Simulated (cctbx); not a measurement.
## Resonant diffraction in Pr2CoPd2

Space group P4/mbm (no. 127), a = 7.4520 Å, b = 7.4520 Å, c = 3.8500 Å, α = 90.00°, β = 90.00°, γ = 90.00°.

```csv
atom,mult.,x,y,z,Ueq (Å²)
Pr1,4,0.8344,0.6656,1/2,0.0126
Pd1,4,0.3691,0.1309,0,0.0154
Co1,2,1/2,1/2,0,0.0210
```

This is a model crystal, built by substitution and not relaxed, with assumed displacement parameters.

Calculated with cctbx: free-atom f′ and f″ from the Sasaki tables, no fine structure; amplitudes in electrons.

| E (eV) | F 3 2 0 | F 1 3 1 | F 2 2 1 | F 1 1 0 |
| --- | --- | --- | --- | --- |
| 23750 | 70.2 | 14.2 | 2.6 | 78.5 |
| 24100 | 68.3 | 12.7 | 2.6 | 77.0 |
| 24230 | 66.7 | 11.4 | 2.6 | 75.7 |
| 24290 | 65.2 | 10.1 | 2.6 | 74.6 |
| 24320 | 63.8 | 8.8 | 2.7 | 73.4 |
| 24335 | 62.3 | 7.6 | 2.7 | 72.2 |
| 24342 | 61.0 | 6.6 | 2.7 | 71.2 |
| 24346 | 59.7 | 5.4 | 2.7 | 70.2 |
| 24354 | 58.0 | 6.2 | 2.7 | 68.8 |
| 24358 | 60.5 | 7.6 | 2.7 | 70.7 |
| 24365 | 62.3 | 8.7 | 2.7 | 72.1 |
| 24380 | 64.0 | 10.0 | 2.6 | 73.5 |
| 24410 | 65.7 | 11.2 | 2.6 | 74.8 |
| 24500 | 67.9 | 12.9 | 2.6 | 76.5 |
| 24750 | 70.2 | 14.8 | 2.6 | 78.4 |

**Question.** Which edge is crossed, and why do the reflections move as they do?

The K edge of Pd. The edge is at 24350 eV. f′ of Pd falls from -4.7 e at 24230 eV to -7.8 e at 4 eV below it, and f″ steps from 0.55 to 3.63 e across it. Over that approach |F| changes by -10 % (3 2 0), -53 % (1 3 1), +4 % (2 2 1) and -7 % (1 1 0): a reflection falls where Pd scatters in phase with the total and rises where it scatters against it; it hardly moves where the Pd term is small or cancels by symmetry. Above the edge the larger f″ enters the imaginary part, where it can add to or cancel the other atoms' f″. The structure is centrosymmetric, so Friedel mates stay equal.

[Logs are printed without paths, hosts, clocks, repeated set-up lines and the standing remarks that a program may print on its own settings, such as how far it seeks lower states.]
